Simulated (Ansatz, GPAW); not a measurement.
# A 8-layer slab of Rh(100): converging a work function

Wanted: a convergence study on the slab a 8-layer slab of Rh(100).

Program: GPAW 26.7.0 and Ansatz 0.2.0. Level of theory: Ansatz plane waves; slab in vacuum with a dipole correction, relaxation, in the first sound run; inputs show where later runs differ. Results are calculated unless marked as measured.

Report form: the programs' logs are mostly left out.

### 1. The starting structure

The cell holds 8 atoms: 8 Rh. Its edges and angles: a = 2.687 Å, b = 2.687 Å, c = 31.300 Å, α = 90.0°, β = 90.0°, γ = 90.0°. Vacuum lies along c.

### 2. Relaxing the atoms

Forces are removed first; all later runs use this geometry. The lowest 4 atoms are held at bulk positions and keep their forces.

The input, input.yaml:

```yaml
crystal:
  lattice:
    - [2.6870057685, 0.0, 0.0]
    - [0.0, 2.6870057685, 0.0]
    - [0.0, 0.0, 31.3]
  atoms:
    - { symbol: Rh, position: [0.5, 0.5, 0.2875399361] }
    - { symbol: Rh, position: [0.0, 0.0, 0.3482428115] }
    - { symbol: Rh, position: [0.5, 0.5, 0.4089456869] }
    - { symbol: Rh, position: [0.0, 0.0, 0.4696485623] }
    - { symbol: Rh, position: [0.5, 0.5, 0.5303514377] }
    - { symbol: Rh, position: [0.0, 0.0, 0.5910543131] }
    - { symbol: Rh, position: [0.5, 0.5, 0.6517571885] }
    - { symbol: Rh, position: [0.0, 0.0, 0.7124600639] }
kpoints:
  mp_grid: { grid: [12, 12, 1] }
hamiltonian:
  xc: pbe
scf:
  occupations: { method: fermi_dirac, width: 0.1 }
efield:
  axis: 3
  dipole_correction: true
  ramp_width: 0.05
relax:
  f_tol: 0.02
  max_steps: 60
  constraints: [{ sites: [0, 1, 2, 3] }]
output:
  write_potential: true
  write_density: true
  volumetric_format: npy
```

Command:

```sh
$ ansatz run input.yaml --threads 4 --pin off --max-ram 8192MiB --backend cpu --events-out ev --progress --plain --runs-dir out
```

The job ended after 33 s (4 threads of Intel Xeon at 2.60GHz (Ice Lake), shared host; peak memory 0.93 GiB).

Relaxation path:

```tsv
step	energy less that of the first step (eV)	largest force component (eV/Å)
1	0.0000	0.5462
2	-0.0151	0.1834
3	-0.0205	0.0183
4	-0.0205	0.0182
```

The run keeps the 8 symmetry operations that it works with, so distortions that break them were not tested.

The atoms that moved most (Å):

```tsv
atom	dx	dy	dz	length
Rh7	0.000	0.000	0.096	0.096
Rh6	0.000	0.000	0.063	0.063
Rh8	0.000	0.000	0.052	0.052
Rh5	0.000	0.000	0.029	0.029
```

The relaxed structure:

```cif
data_structure
_symmetry_space_group_name_H-M 'P 1'
_symmetry_Int_Tables_number 1
_cell_length_a 2.6870
_cell_length_b 2.6870
_cell_length_c 31.3000
_cell_angle_alpha 90.000
_cell_angle_beta 90.000
_cell_angle_gamma 90.000
_cell_volume 225.99
loop_
_atom_site_label
_atom_site_type_symbol
_atom_site_fract_x
_atom_site_fract_y
_atom_site_fract_z
_atom_site_occupancy
Rh1 Rh 0.50000 0.50000 0.28754 1
Rh2 Rh 0.00000 0.00000 0.34824 1
Rh3 Rh 0.50000 0.50000 0.40895 1
Rh4 Rh 0.00000 0.00000 0.46965 1
Rh5 Rh 0.50000 0.50000 0.53129 1
Rh6 Rh 0.00000 0.00000 0.59306 1
Rh7 Rh 0.50000 0.50000 0.65483 1
Rh8 Rh 0.00000 0.00000 0.71411 1
```

This step gave:

```
free energy             : -51221.0952 eV
smearing term TS        : 0.4073 eV
symmetry operations     : 8
upper work function     : 5.061 eV
lower work function     : 5.046 eV
dipole along the normal : -5.77e-4 e·Å
dipole field            : -4.62e-4 V/Å
vacuum level above      : 13.37 eV
vacuum level below      : 13.35 eV
```

The electrostatic potential energy of an electron (with the applied field's), less the Fermi level, planar mean oscillates, so the rows of the table below give means over windows of 1.88 Å about each position, cut where the curve ends. Its maxima inside the range that stand out by 2 % of the span (Å: eV): 10.0: -3.22, 11.9: -3.42, 13.8: -3.38, 15.7: -2.93, 17.5: -3.10, 19.6: -2.94, 21.4: -3.76. Its minima: 9.0: -21.9, 10.9: -22.2, 12.8: -22.1, 14.6: -22.0, 16.7: -22.1, 18.5: -22.2, 20.4: -22.1, 22.3: -21.9.

Electrostatic potential energy of an electron (with the applied field's), less the Fermi level, planar mean against z; means over each step:

```tsv
z (Å)	electrostatic potential energy of an electron (with the applied field's), less the Fermi level, planar mean (eV)
0.94	5.05
2.82	5.05
4.70	5.05
6.58	4.82
8.46	-9.47
10.34	-13.0
12.22	-13.2
14.10	-13.2
15.98	-12.8
17.86	-12.7
19.74	-12.7
21.62	-13.4
23.50	-1.58
25.38	5.01
27.26	5.06
29.14	5.06
31.02	5.06
```

The valence density, planar mean oscillates, so the rows of the table below give means over windows of 1.88 Å about each position, cut where the curve ends. Its maxima inside the range that stand out by 2 % of the span (Å: e/Å³): 9.0: 2.19, 10.9: 2.22, 12.8: 2.21, 14.6: 2.19, 16.7: 2.21, 18.5: 2.22, 20.4: 2.20, 22.3: 2.19. Its minima: 10.0: 0.441, 11.9: 0.438, 13.8: 0.434, 15.7: 0.415, 17.5: 0.421, 19.6: 0.416, 21.4: 0.470.

Table of valence density, planar mean by z; means over each step:

```tsv
z (Å)	valence density, planar mean (e/Å³)
4.70	6.5e-5
6.58	0.00858
8.46	1.02
10.34	1.24
12.22	1.24
14.10	1.24
15.98	1.21
17.86	1.20
19.74	1.20
21.62	1.27
23.50	0.397
25.38	0.00177
27.26	1.4e-5
```

The relaxation lowered the energy of the cell by 0.0205 eV.

### 3. The slab's potential

The work function is the vacuum plateau of the electrostatic potential less the Fermi level; a dipole layer lets the two faces have plateaus of their own.

This step: GPAW, PAW setups; slab in vacuum (GPAW 26.7.0).

The input, run.py:

```python
import json
import numpy as np
from ase import Atoms
from gpaw import GPAW, PW

slab = Atoms(
    ['Rh', 'Rh', 'Rh', 'Rh', 'Rh', 'Rh', 'Rh', 'Rh'],
    positions=[
        [1.34350, 1.34350, 9.00000],
        [0.00000, 0.00000, 10.90000],
        [1.34350, 1.34350, 12.80000],
        [0.00000, 0.00000, 14.70000],
        [1.34350, 1.34350, 16.62931],
        [0.00000, 0.00000, 18.56283],
        [1.34350, 1.34350, 20.49631],
        [0.00000, 0.00000, 22.35180]],
    cell=[[2.68701, 0.0, 0.0], [0.0, 2.68701, 0.0], [0.0, 0.0, 31.3]],
    pbc=[True, True, False])

slab.calc = GPAW(mode=PW(400), xc='PBE', kpts={'size': (12, 12, 1), 'gamma': True},
                 occupations={'name': 'fermi-dirac', 'width': 0.1}, nbands='160%',
                 convergence={'density': 1e-05}, maxiter=200,
                 poissonsolver={'dipolelayer': 'xy'},
                 symmetry={'tolerance': 1e-3}, txt='slab.txt')
result = {}
energy = slab.get_potential_energy()
fermi = slab.calc.get_fermi_level()
v = slab.calc.get_electrostatic_potential().mean((0, 1)) - fermi
n = slab.calc.get_pseudo_density().mean((0, 1))
L = slab.cell[2, 2]
z = np.arange(len(v)) * L / len(v)
low, high = slab.positions[:, 2].min(), slab.positions[:, 2].max()
below, above = np.interp([low - 6.8, high + 6.8], z, v)
slopes = [np.interp(x, z, np.gradient(v, z)) for x in (low - 6.8, high + 6.8)]
eps = np.array([[slab.calc.get_eigenvalues(k, s) for k in range(len(slab.calc.get_ibz_k_points()))]
                for s in range(slab.calc.get_number_of_spins())]) - fermi
top, bottom = eps[eps < 0].max(), eps[eps > 0].min()
dipole = slab.get_dipole_moment()[2]
print(f'energy {energy:.4f} eV, Fermi level {fermi:.4f} eV, dipole {dipole:.5f} e A')
print(f'potential 6.8 A off the faces, from the Fermi level: lower {below:.4f} eV, upper {above:.4f} eV')
print(f'slope of the potential there: lower {slopes[0]:.5f}, upper {slopes[1]:.5f} eV/A')
print(f'nearest levels on the mesh: {top:.4f} and {bottom:.4f} eV')
print('magnetic moment', round(slab.get_magnetic_moment(), 3))
result.update(energy=energy, fermi=fermi, dipole=dipole, below=below, above=above, slopes=slopes, edges=[top, bottom],
              z=z.tolist(), v=v.tolist(), n=n.tolist(), positions=slab.positions.tolist(),
              forces=slab.get_forces(apply_constraint=False).tolist(), moments=slab.get_magnetic_moments().tolist())
json.dump(result, open('result.json', 'w'))
```

Command:

```sh
$ OMP_NUM_THREADS=1 OPENBLAS_NUM_THREADS=1 python run.py
```

Elapsed: 16 min, on 1 thread; peak memory 0.39 GiB.

Numbers from this step:

* dipole along the normal: -4.40e-4 e·Å
* levels nearest the Fermi level on the mesh: -0.001732, 4.26e-5 eV from the Fermi level
* upper work function: 5.041 eV
* lower work function: 5.029 eV

The electrostatic potential energy of an electron (without an applied field's), less the Fermi level, planar mean oscillates, so the rows of the table below give means over windows of 1.92 Å about each position, cut where the curve ends. Its maxima inside the range that stand out by 2 % of the span (Å: eV): 9.9: -2.88, 11.8: -3.17, 13.7: -3.15, 15.7: -2.76, 17.6: -2.74, 19.5: -2.79, 21.4: -3.43. Its minima: 9.0: -21.5, 10.9: -22.1, 12.8: -22.2, 14.7: -22.2, 16.6: -22.1, 18.5: -22.0, 20.5: -22.0, 22.4: -21.8.

Table of electrostatic potential energy of an electron (without an applied field's), less the Fermi level, planar mean by z; means over each step:

```tsv
z (Å)	electrostatic potential energy of an electron (without an applied field's), less the Fermi level, planar mean (eV)
0.96	5.03
2.88	5.03
4.80	5.03
6.72	4.69
8.64	-9.70
10.56	-11.7
12.48	-11.8
14.40	-11.8
16.32	-11.6
18.24	-11.6
20.16	-11.7
22.08	-11.5
24.00	3.24
25.92	5.03
27.84	5.04
29.76	5.04
```

The pseudo valence density, planar mean oscillates, so the rows of the table below give means over windows of 1.92 Å about each position, cut where the curve ends. Its maxima inside the range that stand out by 2 % of the span (Å: e/Å³): 8.9: 2.22, 10.9: 2.25, 12.8: 2.27, 14.7: 2.27, 16.6: 2.27, 18.5: 2.26, 20.4: 2.24, 22.4: 2.26. Its minima: 10.0: 0.420, 11.9: 0.423, 13.8: 0.425, 15.8: 0.409, 17.7: 0.403, 19.6: 0.402, 21.5: 0.454.

Pseudo valence density, planar mean against z; means over each step:

```tsv
z (Å)	pseudo valence density, planar mean (e/Å³)
4.80	8.9e-5
6.72	0.0132
8.64	0.980
10.56	1.09
12.48	1.09
14.40	1.09
16.32	1.08
18.24	1.08
20.16	1.08
22.08	1.09
24.00	0.0781
25.92	4.6e-4
27.84	3.7e-6
```

Force by atom:

```tsv
atom	x (eV/Å)	y (eV/Å)	z (eV/Å)	size
Rh1	0.000	0.000	0.191	0.191
Rh2	0.000	0.000	-0.551	0.551
Rh3	0.000	0.000	-0.048	0.048
Rh4	0.000	0.000	0.311	0.311
Rh5	0.000	0.000	0.009	0.009
Rh6	0.000	0.000	-0.018	0.018
Rh7	0.000	0.000	-0.007	0.007
Rh8	0.000	0.000	0.106	0.106
```

The potential is flat to 4.5e-5 eV/Å where it is read, so the vacuum is wide enough. The geometry is the other program's minimum; here the largest force on a free atom is 0.11 eV/Å.

### 4. Cutoff 200

The cutoff limits how sharply the smooth valence waves can vary, which tells mostly near the atoms.

Edit run.py of step 3 so:

```diff
@@ -19,3 +19,3 @@
 
-slab.calc = GPAW(mode=PW(400), xc='PBE', kpts={'size': (12, 12, 1), 'gamma': True},
+slab.calc = GPAW(mode=PW(200), xc='PBE', kpts={'size': (12, 12, 1), 'gamma': True},
                  occupations={'name': 'fermi-dirac', 'width': 0.1}, nbands='160%',
```

The job ended after 4.7 min (1 thread; peak memory 0.22 GiB).

The run finished. A setting was moved off its sound value on purpose, so it serves as a test and not as the result.

The fault put into the input: a cutoff under that of the base run: the energy of the cell lies 4.3 eV from the base value (ecut = 200).

The two runs compared:

```tsv
quantity	this run	sound run	difference
upper work function (eV)	5.0851	5.0408	0.0443
lower work function (eV)	5.0584	5.0294	0.0290
```

One result that differs is the upper work function, 5.09 eV against 5.04 eV.

### 5. Cutoff 300

Edit run.py of step 4 so:

```diff
@@ -19,3 +19,3 @@
 
-slab.calc = GPAW(mode=PW(200), xc='PBE', kpts={'size': (12, 12, 1), 'gamma': True},
+slab.calc = GPAW(mode=PW(300), xc='PBE', kpts={'size': (12, 12, 1), 'gamma': True},
                  occupations={'name': 'fermi-dirac', 'width': 0.1}, nbands='160%',
```

Elapsed: 9.4 min, on 1 thread; peak memory 0.3 GiB.

The run finished. A setting was moved off its sound value on purpose, so it serves as a test and not as the result.

The fault put into the input: a cutoff under that of the base run: the energy of the cell lies 1.9 eV from the base value (ecut = 300).

The two runs compared:

```tsv
quantity	this run	sound run	difference
upper work function (eV)	5.0570	5.0408	0.0161
lower work function (eV)	5.0467	5.0294	0.0173
```

### 6. Cutoff 700: ecut = 700

Edit run.py of step 5 so:

```diff
@@ -19,3 +19,3 @@
 
-slab.calc = GPAW(mode=PW(300), xc='PBE', kpts={'size': (12, 12, 1), 'gamma': True},
+slab.calc = GPAW(mode=PW(700), xc='PBE', kpts={'size': (12, 12, 1), 'gamma': True},
                  occupations={'name': 'fermi-dirac', 'width': 0.1}, nbands='160%',
```

Elapsed: 36 min, on 1 thread; peak memory 0.73 GiB.

Numbers from this step:

```
dipole along the normal                    : -4.03e-4 e·Å
levels nearest the Fermi level on the mesh : -1.07e-4, 0.003944 eV from the Fermi level
upper work function                        : 5.039 eV
lower work function                        : 5.028 eV
```

The electrostatic potential energy of an electron (without an applied field's), less the Fermi level, planar mean oscillates, so the rows of the table below give means over windows of 1.92 Å about each position, cut where the curve ends. Its maxima inside the range that stand out by 2 % of the span (Å: eV): 9.9: -2.81, 11.8: -3.16, 13.8: -3.16, 15.7: -2.75, 17.6: -2.71, 19.6: -2.75, 21.4: -3.39. Its minima: 9.0: -21.6, 10.9: -22.1, 12.9: -21.8, 14.8: -21.9, 16.6: -22.1, 18.6: -22.1, 20.5: -22.1, 22.3: -21.7.

The electrostatic potential energy of an electron (without an applied field's), less the Fermi level, planar mean by z; means over each step:

```tsv
z (Å)	electrostatic potential energy of an electron (without an applied field's), less the Fermi level, planar mean (eV)
0.96	5.03
2.88	5.03
4.80	5.03
6.72	4.69
8.64	-9.69
10.56	-11.7
12.48	-11.8
14.40	-11.8
16.32	-11.6
18.24	-11.6
20.16	-11.7
22.08	-11.5
24.00	3.24
25.92	5.03
27.84	5.04
29.76	5.04
```

The pseudo valence density, planar mean oscillates, so the rows of the table below give means over windows of 1.96 Å about each position, cut where the curve ends. Its maxima inside the range that stand out by 2 % of the span (Å: e/Å³): 9.0: 2.25, 10.9: 2.27, 12.9: 2.20, 14.7: 2.26, 16.6: 2.27, 18.6: 2.27, 20.5: 2.25, 22.3: 2.26. Its minima: 9.9: 0.417, 11.9: 0.419, 13.7: 0.419, 15.7: 0.399, 17.6: 0.396, 19.6: 0.399, 21.4: 0.448.

The pseudo valence density, planar mean by z; means over each step:

```tsv
z (Å)	pseudo valence density, planar mean (e/Å³)
4.90	1.2e-4
6.86	0.0197
8.82	1.01
10.78	1.07
12.74	1.07
14.70	1.07
16.66	1.07
18.62	1.07
20.58	1.08
22.54	1.01
24.50	0.0195
26.46	1.2e-4
```

Force by atom:

```tsv
atom	x (eV/Å)	y (eV/Å)	z (eV/Å)	size
Rh1	0.000	0.000	0.201	0.201
Rh2	0.000	0.000	-0.546	0.546
Rh3	0.000	0.000	-0.047	0.047
Rh4	0.000	0.000	0.309	0.309
Rh5	0.000	0.000	0.010	0.010
Rh6	0.000	0.000	-0.015	0.015
Rh7	0.000	0.000	-0.003	0.003
Rh8	0.000	0.000	0.098	0.098
```

The upper face's work function is 5.039 eV, against 5.041 eV in the first plane-wave PBE run at this geometry.

### 7. K mesh 4×4

The mesh in the plane samples the bands: a metal's Fermi level needs it dense, and band edges must lie on it.

Edit run.py of step 6 so:

```diff
@@ -19,3 +19,3 @@
 
-slab.calc = GPAW(mode=PW(700), xc='PBE', kpts={'size': (12, 12, 1), 'gamma': True},
+slab.calc = GPAW(mode=PW(400), xc='PBE', kpts={'size': (4, 4, 1), 'gamma': True},
                  occupations={'name': 'fermi-dirac', 'width': 0.1}, nbands='160%',
```

Wall time 3 min (1 thread); peak memory 0.25 GiB.

The run finished with changed settings (kpts = [4, 4]); it serves as a test.

The two runs compared:

```tsv
quantity	this run	sound run	difference
upper work function (eV)	5.0212	5.0408	-0.0196
lower work function (eV)	5.0044	5.0294	-0.0250
```

### 8. K mesh 7×7

Edit run.py of step 7 so:

```diff
@@ -19,3 +19,3 @@
 
-slab.calc = GPAW(mode=PW(400), xc='PBE', kpts={'size': (4, 4, 1), 'gamma': True},
+slab.calc = GPAW(mode=PW(400), xc='PBE', kpts={'size': (7, 7, 1), 'gamma': True},
                  occupations={'name': 'fermi-dirac', 'width': 0.1}, nbands='160%',
```

Wall time 6.6 min (1 thread); peak memory 0.27 GiB.

The run finished with changed settings (kpts = [7, 7]); it serves as a test.

The two runs compared:

```tsv
quantity	this run	sound run	difference
upper work function (eV)	5.1022	5.0408	0.0613
lower work function (eV)	5.0904	5.0294	0.0610
```

The two runs differ clearly in the upper work function: 5.10 eV against 5.04 eV.

### 9. K mesh 18×18: kpts = [18, 18]

Edit run.py of step 8 so:

```diff
@@ -19,3 +19,3 @@
 
-slab.calc = GPAW(mode=PW(400), xc='PBE', kpts={'size': (7, 7, 1), 'gamma': True},
+slab.calc = GPAW(mode=PW(400), xc='PBE', kpts={'size': (18, 18, 1), 'gamma': True},
                  occupations={'name': 'fermi-dirac', 'width': 0.1}, nbands='160%',
```

Elapsed: 33 min, on 1 thread; peak memory 0.58 GiB.

Numbers from this step:

| Property | Result |
| --- | --- |
| dipole along the normal | -3.62e-4 e·Å |
| levels nearest the Fermi level on the mesh | -0.006066, 4.88e-4 eV from the Fermi level |
| upper work function | 5.055 eV |
| lower work function | 5.045 eV |

The electrostatic potential energy of an electron (without an applied field's), less the Fermi level, planar mean oscillates, so the rows of the table below give means over windows of 1.92 Å about each position, cut where the curve ends. Its maxima inside the range that stand out by 2 % of the span (Å: eV): 9.9: -2.88, 11.8: -3.17, 13.7: -3.15, 15.7: -2.75, 17.6: -2.74, 19.5: -2.79, 21.4: -3.42. Its minima: 9.0: -21.5, 10.9: -22.1, 12.8: -22.2, 14.7: -22.2, 16.6: -22.1, 18.5: -22.0, 20.5: -22.0, 22.4: -21.7.

Table of electrostatic potential energy of an electron (without an applied field's), less the Fermi level, planar mean by z; means over each step:

```tsv
z (Å)	electrostatic potential energy of an electron (without an applied field's), less the Fermi level, planar mean (eV)
0.96	5.05
2.88	5.04
4.80	5.04
6.72	4.71
8.64	-9.69
10.56	-11.7
12.48	-11.8
14.40	-11.8
16.32	-11.6
18.24	-11.6
20.16	-11.7
22.08	-11.5
24.00	3.25
25.92	5.04
27.84	5.05
29.76	5.05
```

The upper face's work function is 5.055 eV, against 5.041 eV in the first plane-wave PBE run at this geometry.

(Continued in part 2 of 2.)

[Logs are printed without paths, hosts, clocks, repeated set-up lines and the standing remarks that a program may print on its own settings, such as how far it seeks lower states.]

[Hosts, paths, dates, database ids (printed as entryN), source tags and the programs' standing remarks are cut or masked in the printed files.]
